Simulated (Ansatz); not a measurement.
Consider NiI2 (R-3m).

The database entry behind the starting cell differs from later determinations by our own check (an axis about 0.9 % short against later determinations), so it need not match the best structure at ambient conditions.

The structure is trigonal, space group R-3m (No. 166). Conventional cell: a = 3.892 Å, b = 3.892 Å, c = 19.634 Å, α = 90.00°, β = 90.00°, γ = 120.00°. Nearest to Ni lie 6 I at 2.78 Å. I has 3 Ni at 2.78 Å nearest. Farther neighbours and most contacts between anions are not listed.

```
Ni I
1.0
    -2.86121   -2.86121   -5.61327
    -2.86121   -5.61327   -2.86121
    -5.61327   -2.86121   -2.86121
Ni I
1 2
Cartesian
  0.0000 0.0000 0.0000
  -2.8339 -2.8339 -2.8339
  -8.5018 -8.5018 -8.5018
```

The cell and positions come from the Crystallography Open Database and are kept as given unless a step says otherwise. The program's search for lower electronic states was switched off, so nothing shows that the state found is the lowest. Spin-orbit coupling is left out unless a run names it. PAW set soft_2, made with PBE.

A constrained-RPA run (Ansatz 0.2.0; non-magnetic LDA; Ni eg, bands v1 to c1, 6×6×6 mesh, medium accuracy) builds 2 functions on bands 1.1 eV wide, with 2.0 electrons in the window. The bare on-site interaction is 11.5 eV and the bare J 0.46 eV.

Question: What U and J survive the screening?

On the Ni eg shell, U = 1.31 eV (11 % of the bare value), U′ = 0.78 eV, J = 0.27 eV.

The parent state is non-magnetic and the interaction static (zero frequency); U depends on the window and the orbitals, so it belongs to this model alone.

[Paths, hosts, dates, memory and timing lines, banners, echoed tables and standing remarks are left out of the program output.]

[Logs are printed without paths, hosts, clocks, repeated set-up lines and the standing remarks that a program may print on its own settings, such as how far it seeks lower states.]

[Runs of the session that timed out or met a known fault of the program may be left out.]

[Hosts, paths, dates, database ids (printed as entryN), source tags and the programs' standing remarks are cut or masked in the printed files.]
